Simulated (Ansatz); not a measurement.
## How many bands does the GW gap of LiMgBN2 (I-4m2) need?

Aim: see how the G0W0 gap of LiMgBN2 (I-4m2) on PBE moves with empty bands and screening cutoff, and what each rung costs.

Calculated with Ansatz 0.2.0; G0W0 on PBE, plane waves, PAW; PAW set soft_1.

### 1. The structure

The structure is tetragonal, space group I-4m2 (No. 119). The conventional cell has a = 3.819 Å, b = 3.819 Å, c = 8.887 Å, α = 90.00°, β = 90.00°, γ = 90.00°. Li has 4 N at 2.10 Å nearest. Mg has 4 N at 2.10 Å nearest. B has 2 N at 1.34 Å nearest. Nearest to N lie 1 B at 1.34 Å and 2 Li at 2.10 Å and 2 Mg at 2.10 Å. Farther neighbours and most contacts between anions are not listed.

The cell and positions are those that the Materials Project relaxed with its own functionals (PBE, PBE+U or r2SCAN), kept fixed.

### 2. 84 empty bands, screening to 69 eV

G0W0 replaces the xc potential by the self-energy, built once from these orbitals. Only a window of levels is corrected, while the sums run over the empty bands that the input names. This step takes PAW set soft_1 files.

input.yaml

```yaml
crystal:
  lattice:
    - [-1.909656, 1.909656, 4.443522]
    - [1.909656, -1.909656, 4.443522]
    - [1.909656, 1.909656, -4.443522]
  atoms:
    - { symbol: Li, position: [0.25, 0.75, 0.5] }
    - { symbol: Mg, position: [0.75, 0.25, 0.5] }
    - { symbol: B, position: [0.5, 0.5, 0.0] }
    - { symbol: "N", position: [0.6512635, 0.6512635, 0.0] }
    - { symbol: "N", position: [0.3487365, 0.3487365, 0.0] }
kpoints:
  mp_grid: { grid: [6, 6, 6] }
hamiltonian:
  xc: pbe
  pseudopotentials: { kind: paw, azcp: { folder: soft_1 } }
scf:
  occupations: { method: fixed }
gw:
  n_empty_bands: 84
  ecut_chi: 69
  qp_bands: [v2, c2]
  qp_kpoints: band_edges
  screening: { model: contour_deformation }
```

On the command line:

```
> ansatz run input.yaml --threads 3 --pin off --max-ram 92160MiB --backend cuda --events-out ev --progress --plain --runs-dir out --devices 1 --max-vram 13GiB
```

Numbers of over 12 decimals in the logs are rounded to 6 here.

The program printed:

```text
GPUs: using 1 of 1 available (devices: 1).
Engine: ansatz 0.2.0, x86_64-unknown-linux-gnu
Pseudopotentials: kind: paw
Pseudopotential: Li, paw, valence charge 3, recommended cutoff 420 eV (normal), soft_1/Li.paw.azcp
Pseudopotential: Mg, paw, valence charge 10, recommended cutoff 420 eV (normal), soft_1/Mg.paw.azcp
Pseudopotential: B, paw, valence charge 3, recommended cutoff 420 eV (normal), soft_1/B.paw.azcp
Pseudopotential: N, paw, valence charge 5, recommended cutoff 420 eV (normal), soft_1/N.paw.azcp
Functional definition: PBE
  parameter kappa = 0.804
  parameter beta = 0.066725
  exchange = pbe_x(kappa = kappa, mu = beta*pi^2/3)
  correlation = pbe_c(beta = beta)
device memory: the entry about to start is reckoned to put 0.8 GiB on a device that reports 28.1 GiB free (of which the cap on the GPU budget leaves the run 13.0 GiB)
GPU FFT provider: cuFFT
GPU libraries: cuBLAS 13.8.2, cuFFT 12.4.0, cuSOLVER 12.3.4
Crystal: 5 atoms, lattice volume = 64.818 Å³
Basis set: ecut = 420 eV, 1283 PW (Γ)
Bands: 18, of which v1, the nominal top of the filled ones, is band 13 counted from 1 (12 counted from 0)
Symmetry: 8 space group operations
Space group: I-4m2 (ITA 119), of the structure as read, at distance tolerance 4.0e-5 Å
k-points: 30 of 216 (time reversal used)
Non-local potential: Li, projectors of the file, l = 0: 3, l = 1: 2, l = 2: 1
Non-local potential: Mg, projectors of the file, l = 0: 3, l = 1: 2, l = 2: 1
Non-local potential: B, projectors of the file, l = 0: 2, l = 1: 2, l = 2: 1
Non-local potential: N, projectors of the file, l = 0: 2, l = 1: 2, l = 2: 1
PAW form: soft (Blöchl's): semilocal exchange-correlation on the pseudo side does not see the compensation charge
PAW one-centre angular grid: Li, 110 points (default); XC on 96 Gauss nodes
PAW one-centre angular grid: Mg, 110 points (default); XC on 64 Gauss nodes
PAW one-centre angular grid: B, 110 points (default); XC on 64 Gauss nodes
PAW one-centre angular grid: N, 110 points (default); XC on 64 Gauss nodes
Initial density: superposition of atomic densities (chi_scale 0.1, normalization cell, long waves kept (reshape's long-wave potential 0.02 eV rms))
Initial wavefunctions: pseudopotential atomic-orbital guess
GPU buffer pool allocated for 46656 grid points (all kernels)
GPU transforms: local potential and band sums: pruned to the plane-wave sphere, on 36×36×36
Functional: x = pbe(κ = 0.804, μ = 0.219515), c = pbe(β = 0.066725)
SCF iter   1: F=—  HF=-3059.828881 eV  |F-HF|=—  |Δ(HF+E_count)|=         —  Δρ=1.03e-1  dr2=9.26e0  ethr=3.10e-3  ⟨swp⟩=5.0  Hψ=2573  notcnv=0  defer=78
preconditioner: auto → none  [insulator: Δε(μ)=4.483 eV  Ē_g=13.483 eV  n_scr=14 (ndim 8)  ℏωp=18.4 eV  f_vac=0.001  ε∞_Penn≈2.9]
SCF iter   2: F=—  HF=-3057.704562 eV  |F-HF|=—  |Δ(HF+E_count)|=    2.12e0  Δρ=7.17e-2  dr2=2.56e0  ethr=3.10e-3  ⟨swp⟩=3.0  Hψ=1401  notcnv=0  defer=78
SCF iter   3: F=—  HF=-3057.080759 eV  |F-HF|=—  |Δ(HF+E_count)|=   6.24e-1  Δρ=1.94e-2  dr2=2.24e-1  ethr=3.10e-3  ⟨swp⟩=2.0  Hψ=1116  notcnv=0  defer=49
SCF iter   4: F=—  HF=-3057.062563 eV  |F-HF|=—  |Δ(HF+E_count)|=   1.82e-2  Δρ=4.10e-3  dr2=1.30e-2  ethr=8.63e-4  ⟨swp⟩=2.8  Hψ=852  notcnv=0  defer=83
SCF iter   5: F=—  HF=-3057.063250 eV  |F-HF|=—  |Δ(HF+E_count)|=   6.87e-4  Δρ=1.08e-3  dr2=4.62e-4  ethr=5.02e-5  ⟨swp⟩=2.0  Hψ=775  notcnv=0  defer=89
SCF iter   6: F=—  HF=-3057.063760 eV  |F-HF|=—  |Δ(HF+E_count)|=   5.10e-4  Δρ=2.24e-4  dr2=2.27e-5  ethr=1.78e-6  ⟨swp⟩=2.0  Hψ=788  notcnv=0  defer=90
SCF iter   7: F=—  HF=-3057.063798 eV  |F-HF|=—  |Δ(HF+E_count)|=   3.83e-5  Δρ=2.62e-5  dr2=2.38e-7  ethr=8.75e-8  ⟨swp⟩=2.0  Hψ=793  notcnv=0  defer=56
SCF iter   8: F=-3057.063799 eV  HF=-3057.063798 eV  |F-HF|=3.36e-9  |Δ(HF+E_count)|=   5.73e-7  Δρ=2.57e-6  dr2=3.51e-9  ethr=3.85e-10  ⟨swp⟩=9.6  Hψ=2369  notcnv=0
SCF 1 converged in 8 iterations: F = -3057.063799 eV  dr2 = 3.51e-9
  greatest PAW one-centre occupation: 1.000 electrons in one spin orbital (limit 2), on the Mg atom at site 1 (counted from 0), in its partial waves of l = 0
device memory: the entry about to start is reckoned to put 0.8 GiB (of the 0.9 GiB reckoned in all, the device holds 0.1 GiB already) on a device that reports 27.9 GiB free (of which the cap on the GPU budget leaves the run 13.0 GiB)
NSCF: frozen V_eff on 30 k-points, pencils in batches of 32, up to order 72
the band table was solved once the SCF had ended and its energy, with any forces and stress, was formed, with the checks that follow a solve (2843 applications of the Hamiltonian). They found nothing against the state; the energy, forces and stress were not computed again (output.eigenvalues in the input reference)
device memory: the entry about to start is reckoned to put 2.8 GiB on a device that reports 24.1 GiB free (of which the cap on the GPU budget leaves the run 13.0 GiB)
NSCF: frozen V_eff on 30 k-points, pencils in batches of 32, up to order 408
G₀W₀ screening: q 1/30
[... further progress lines ...]
device memory: the entry about to start is reckoned to put 0.4 GiB on a device that reports 21.6 GiB free (of which the cap on the GPU budget leaves the run 13.0 GiB)
NSCF: frozen V_eff on 1 k-points
device memory: the entry about to start is reckoned to put 0.4 GiB on a device that reports 21.6 GiB free (of which the cap on the GPU budget leaves the run 13.0 GiB)
NSCF: frozen V_eff on 1 k-points
device memory: the entry about to start is reckoned to put 0.4 GiB on a device that reports 21.6 GiB free (of which the cap on the GPU budget leaves the run 13.0 GiB)
NSCF: frozen V_eff on 1 k-points
SCF converged after 8 iterations
Free energy (F): -3057.063799 eV
Harris-Foulkes:  -3057.063798 eV  (|F-HF|=3.36e-9)
Internal energy: -3057.063799 eV  (E = F + TS)
E sigma→0 (E₀):  -3057.063799 eV
Fermi energy:    3.105453 eV
--- Per-component energies (eV) ---
  E_band       = -480.593501
  E_kinetic    = 394.439418
  E_local      = -2696.319192  (includes V_loc(G=0)·N_el)
  E_nonlocal   = 254.511523
  E_hartree    = 952.776197
  E_xc         = -187.443784
  E_vxc        = -235.019270  (∫ρ·V_xc dr)
  E_paw        = -659.439170  (= ΣΔE_a)
  E_vpaw       = -103.759028  (= ΣTr[D̂ρ^β])
  E_aug_tail   = 0.001976  (compensation charges beyond the density's cutoff)
  E_ewald      = -1115.590766
  E_smearing   = -0.000000  (= −TS)
  E_closure    = 0.000000  (closes the sum)
  Σ components = -3057.063799   (vs F -3057.063799, Δ=0.00e0)
--- Band table (eV; the first three rows and the last of 30) ---
  k-point 0: bands = [... 9 lower, 0.9908, 0.9908, 1.7554, 1.7554, 5.7089, 9.1876, 10.9443, 10.9443, ... 1 higher]
  k-point 1: bands = [... 9 lower, 0.4655, 0.7740, 1.6012, 2.1540, 6.8010, 9.9038, 10.1587, 10.3284, ... 1 higher]
  k-point 2: bands = [... 9 lower, -0.1039, 0.3499, 1.3196, 2.5437, 7.9205, 9.7445, 9.8625, 11.3534, ... 1 higher]
  k-point 29: bands = [... 9 lower, 0.2024, 0.2024, 3.1055, 3.1055, 6.6501, 9.4436, 9.6607, 9.6607, ... 1 higher]
--- G₀W₀: contour deformation, 6 samples at zero and on the imaginary axis and 3 off it, 216 q-points, 84 empty bands' worth ---
  eigenvalues of the whole cell's RPA ε∞ on this k-mesh (on a slab, of 1 + 4πα/V) = 2.6334, 2.6334, 3.5412; static W/v taken at q = 0 is 0.348967
  gw.qp_kpoints: band_edges: 16 of 30 stored k-points solved, in 2 passes; an edge of the gap read off the rows below is read off those points alone
    valence top: of the k-points left out ik 6 came nearest to being solved in a further pass, in band 13 (counted from 1, as in the quasiparticle table): it holds the edge there only if its correction is more favourable than any solved in that band by at least 0.525 eV; those differ by 0.271 eV
    conduction bottom: of the k-points left out ik 17 came nearest to being solved in a further pass, in band 14 (counted from 1, as in the quasiparticle table): it holds the edge there only if its correction is more favourable than any solved in that band by at least 0.845 eV; those differ by 0.707 eV
    ik  band        ε_KS         Σx   Σc(E_QP)       V_xc       Z   E_QP_lin       E_QP  E_QP is
     0    12      1.7554   -19.7874     3.2341   -15.5065  0.7716     0.6922     0.7087  root
     0    13      1.7554   -19.7874     3.2341   -15.5065  0.7716     0.6922     0.7087  root
     0    14      5.7089    -5.3691    -3.1206    -9.0578  0.8400     6.2797     6.2771  root
     0    15      9.1876    -3.8039    -3.6110    -8.1449  0.8324     9.9236     9.9177  root
     3    12      1.1916   -19.4307     3.3675   -14.8750  0.7670    -0.0213     0.0034  root
     3    13      2.6652   -20.1006     2.9846   -16.2033  0.7811     1.7423     1.7525  root
     3    14      8.2104    -3.3284    -3.3080    -7.0668  0.8400     8.6425     8.6407  root
     3    15      8.7533    -6.5553    -3.7020   -11.6790  0.8136    10.1976    10.1750  root
     4    12      1.9053   -20.1184     3.2316   -15.8882  0.7738     0.8925     0.9067  root
     4    13      1.9706   -19.9087     3.1669   -15.7419  0.7738     0.9565     0.9707  root
     4    14      6.3620    -5.8196    -3.1429    -9.6322  0.8341     7.0356     7.0317  root
     4    15      9.5133    -4.2767    -3.6966    -8.8015  0.8263    10.3499    10.3415  root
    11    12      1.9893   -19.9741     3.1580   -15.7987  0.7760     0.9577     0.9721  root
    11    13      2.4806   -20.2884     3.0672   -16.3189  0.7776     1.5679     1.5782  root
    11    14      8.4386    -6.4117    -3.3922   -10.9175  0.8180     9.5660     9.5522  root
    11    15      8.8168    -5.7128    -3.5304   -10.2051  0.8197     9.7899     9.7787  root
    15    12      2.2014   -19.9858     3.0832   -15.9524  0.7761     1.2390     1.2512  root
    15    13      2.2014   -19.9858     3.0832   -15.9524  0.7761     1.2390     1.2512  root
    15    14      5.9855    -5.5686    -3.0755    -9.2491  0.8378     6.5936     6.5905  root
    15    15      9.1687    -4.2361    -3.6429    -8.6313  0.8304     9.9274     9.9210  root
    16    12      2.0236   -19.5746     3.0787   -15.4725  0.7768     0.9855     1.0002  root
    16    13      2.1055   -19.8516     3.0990   -15.7414  0.7769     1.0803     1.0943  root
    16    14      8.5570    -4.6368    -3.2568    -8.6157  0.8273     9.2847     9.2791  root
    16    15      9.2081    -6.6982    -3.7017   -11.7719  0.8086    10.6037    10.5800  root
[...]
28    12      2.6656   -20.4795     3.0422   -16.5697  0.7793     1.7888     1.7981  root
    28    13      2.9926   -20.5340     2.9415   -16.7801  0.7815     2.1725     2.1802  root
    28    14      7.1870    -5.3857    -3.1442    -9.2777  0.8309     7.9402     7.9348  root
    28    15      9.3454    -6.2563    -3.9324   -11.6763  0.8109    10.8599    10.8329  root
    29    12      3.1055   -20.6970     2.9274   -16.9939  0.7815     2.3229     2.3298  root
    29    13      3.1055   -20.6970     2.9274   -16.9939  0.7815     2.3229     2.3298  root
    29    14      6.6501    -5.0798    -3.0795    -8.7629  0.8366     7.2570     7.2536  root
    29    15      9.4436    -6.3606    -3.7108   -11.0508  0.8187    10.4350    10.4231  root
```

Run time: 45 s. Hardware: 1 × NVIDIA H100 80GB HBM3 (shared by 6 runs) with 3 threads of AMD EPYC 7R13 (Zen 3), shared host; peak memory 1.1 GiB; 70 s of CPU time.

The column dr2 measures how far the density is from self-consistency, as an energy; F and HF (Harris–Foulkes) agree once it is small.

Numbers from this step:

- bands summed: 97
- RPA ε∞ on this mesh (eigenvalues): 2.633, 2.633, 3.541
- plane waves in the screening matrix: 95
- q-points in the mesh: 216
- G0W0 gap on the mesh: 3.947 eV
- k of the valence top: -0.5, -0.5, -0.5
- k of the conduction bottom: 0, 0, 0
- starting gap on the mesh: 2.603 eV
- Z at the valence top: 0.7815
- Z at the conduction bottom: 0.8400
- least direct G0W0 gap on the computed points: 4.924 eV

The gap on the mesh goes from 2.60 eV to 3.95 eV, a correction of +1.34 eV. Between the two edge states, bare exchange in place of the xc potential would open the gap by 7.39 eV, and correlation takes back 6.05 eV.

### 3. 238 empty bands, screening to 138 eV

Another rung: the empty bands reach about as high as the screening cutoff, so the two stay in balance.

input.yaml: that of step 2 with these lines changed.

```diff
@@ -19,4 +19,4 @@
 gw:
-  n_empty_bands: 84
-  ecut_chi: 69
+  n_empty_bands: 238
+  ecut_chi: 138
   qp_bands: [v2, c2]
```

The program printed:

```text
GPUs: using 1 of 1 available (devices: 1).
[...]
GPU FFT provider: cuFFT
GPU libraries: cuBLAS 13.8.2, cuFFT 12.4.0, cuSOLVER 12.3.4
Crystal: 5 atoms, lattice volume = 64.818 Å³
Basis set: ecut = 420 eV, 1283 PW (Γ)
Bands: 18, of which v1, the nominal top of the filled ones, is band 13 counted from 1 (12 counted from 0)
Symmetry: 8 space group operations
[...]
k-points: 30 of 216 (time reversal used)
[...]
GPU buffer pool allocated for 46656 grid points (all kernels)
[...]
SCF iter   1: F=—  HF=-3059.828881 eV  |F-HF|=—  |Δ(HF+E_count)|=         —  Δρ=1.03e-1  dr2=9.26e0  ethr=3.10e-3  ⟨swp⟩=5.0  Hψ=2573  notcnv=0  defer=78
[...]
SCF iter   8: F=-3057.063799 eV  HF=-3057.063798 eV  |F-HF|=3.36e-9  |Δ(HF+E_count)|=   5.73e-7  Δρ=2.57e-6  dr2=3.51e-9  ethr=3.85e-10  ⟨swp⟩=9.6  Hψ=2369  notcnv=0
SCF 1 converged in 8 iterations: F = -3057.063799 eV  dr2 = 3.51e-9
[...]
NSCF: frozen V_eff on 30 k-points, pencils in batches of 32, up to order 72
[...]
NSCF: frozen V_eff on 30 k-points
G₀W₀ screening: q 1/30
[... further progress lines ...]
[...]
SCF converged after 8 iterations
Free energy (F): -3057.063799 eV
[...]
Internal energy: -3057.063799 eV  (E = F + TS)
E sigma→0 (E₀):  -3057.063799 eV
Fermi energy:    3.105453 eV
[...]
--- Band table (eV; the first three rows and the last of 30) ---
  k-point 0: bands = [... 9 lower, 0.9908, 0.9908, 1.7554, 1.7554, 5.7089, 9.1876, 10.9443, 10.9443, ... 1 higher]
  k-point 1: bands = [... 9 lower, 0.4655, 0.7740, 1.6012, 2.1540, 6.8010, 9.9038, 10.1587, 10.3284, ... 1 higher]
  k-point 2: bands = [... 9 lower, -0.1039, 0.3499, 1.3196, 2.5437, 7.9205, 9.7445, 9.8625, 11.3534, ... 1 higher]
  k-point 29: bands = [... 9 lower, 0.2024, 0.2024, 3.1055, 3.1055, 6.6501, 9.4436, 9.6607, 9.6607, ... 1 higher]
[...]
bands read: the sum over 251 bands ends inside a degenerate multiplet in 2 slots, whose members it reads at an even weight; the widest, k=15: bands 251 to 252 (counted from 1) at 1/2 each
[...]
0    12      1.7554   -19.7874     2.9266   -15.5065  0.7663     0.3723     0.4011  root
     0    13      1.7554   -19.7874     2.9266   -15.5065  0.7663     0.3723     0.4011  root
     0    14      5.7089    -5.3691    -3.1963    -9.0578  0.8379     6.2034     6.2014  root
     0    15      9.1876    -3.8039    -3.7041    -8.1449  0.8325     9.8289     9.8246  root
     3    12      1.1916   -19.4307     3.0906   -14.8750  0.7621    -0.3126    -0.2735  root
     3    13      2.6652   -20.1006     2.6273   -16.2033  0.7751     1.3745     1.3953  root
     3    14      8.2104    -3.3284    -3.3933    -7.0668  0.8394     8.5566     8.5554  root
     3    15      8.7533    -6.5553    -3.9763   -11.6790  0.8105     9.9149     9.9007  root
[...]
29    12      3.1055   -20.6970     2.5354   -16.9939  0.7750     1.9217     1.9378  root
    29    13      3.1055   -20.6970     2.5354   -16.9939  0.7750     1.9217     1.9378  root
    29    14      6.6501    -5.0798    -3.1988    -8.7629  0.8358     7.1364     7.1343  root
    29    15      9.4436    -6.3606    -3.8649   -11.0508  0.8164    10.2771    10.2689  root
```

Run time: 1.7 min. Hardware: 1 × NVIDIA H100 80GB HBM3 (shared by 6 runs) with 3 threads; peak memory 1.6 GiB; 3 min of CPU time.

Numbers from this step:

```
bands summed                                 : 251
RPA ε∞ on this mesh (eigenvalues)            : 2.623, 2.623, 3.519
plane waves in the screening matrix          : 237
q-points in the mesh                         : 216
G0W0 gap on the mesh                         : 4.264 eV
k of the valence top                         : -0.5, -0.5, -0.5
k of the conduction bottom                   : 0, 0, 0
starting gap on the mesh                     : 2.603 eV
Z at the valence top                         : 0.7750
Z at the conduction bottom                   : 0.8379
least direct G0W0 gap on the computed points : 5.196 eV
```

Against the run with 6×6×6 mesh, 84 empty bands, screening to 69 eV, PAW set soft_1 files, the gap moves by +0.32 eV.

### 4. 513 empty bands, screening to 230 eV

input.yaml: that of step 3 with these lines changed.

```diff
@@ -19,4 +19,4 @@
 gw:
-  n_empty_bands: 238
-  ecut_chi: 138
+  n_empty_bands: 513
+  ecut_chi: 230.0
   qp_bands: [v2, c2]
```

The program printed:

```text
GPUs: using 1 of 1 available (devices: 1).
[...]
GPU FFT provider: cuFFT
GPU libraries: cuBLAS 13.8.2, cuFFT 12.4.0, cuSOLVER 12.3.4
Crystal: 5 atoms, lattice volume = 64.818 Å³
Basis set: ecut = 420 eV, 1283 PW (Γ)
Bands: 18, of which v1, the nominal top of the filled ones, is band 13 counted from 1 (12 counted from 0)
Symmetry: 8 space group operations
[...]
k-points: 30 of 216 (time reversal used)
[...]
3    15      8.7533    -6.5553    -4.0665   -11.6790  0.8098     9.8224     9.8105  root
[...]
29    12      3.1055   -20.6970     2.3318   -16.9939  0.7724     1.7115     1.7343  root
    29    13      3.1055   -20.6970     2.3318   -16.9939  0.7724     1.7115     1.7343  root
    29    14      6.6501    -5.0798    -3.2681    -8.7629  0.8354     7.0665     7.0650  root
    29    15      9.4436    -6.3606    -3.9536   -11.0508  0.8153    10.1866    10.1802  root
[key lines of the parts left out:]
SCF converged after 8 iterations
Free energy (F): -3057.063799 eV
Fermi energy:    3.105453 eV
```

Wall time 2.7 min (1 × NVIDIA H100 80GB HBM3 (shared by 6 runs) with 3 threads); peak memory 3.1 GiB.

This step gave:

```yaml
bands_summed: 526
rpa_eps_infinity_on_this_mesh_eigenvalues: 2.621, 2.621, 3.514
plane_waves_in_the_screening_matrix: 527
g0w0_gap_on_the_mesh: 4.394 eV
k_of_the_valence_top: -0.5, -0.5, -0.5
k_of_the_conduction_bottom: 0, 0, 0
starting_gap_on_the_mesh: 2.603 eV
least_direct_g0w0_gap_on_the_computed_points: 5.331 eV
```

Against the run with 6×6×6 mesh, 238 empty bands, screening to 138 eV, PAW set soft_1 files, the gap moves by +0.13 eV.

(Part 1 of 2 ends here.)

[Paths, hosts, dates, memory and timing lines, banners, echoed tables and standing remarks are left out of the program output.]

[Logs are printed without paths, hosts, clocks, repeated set-up lines and the standing remarks that a program may print on its own settings, such as how far it seeks lower states.]

[Runs of the session that timed out or met a known fault of the program may be left out.]

[Cells called generated may have been cut or substituted from an entry of the Crystallography Open Database or the Materials Project.]

[Hosts, paths, dates, database ids (printed as entryN), source tags and the programs' standing remarks are cut or masked in the printed files.]
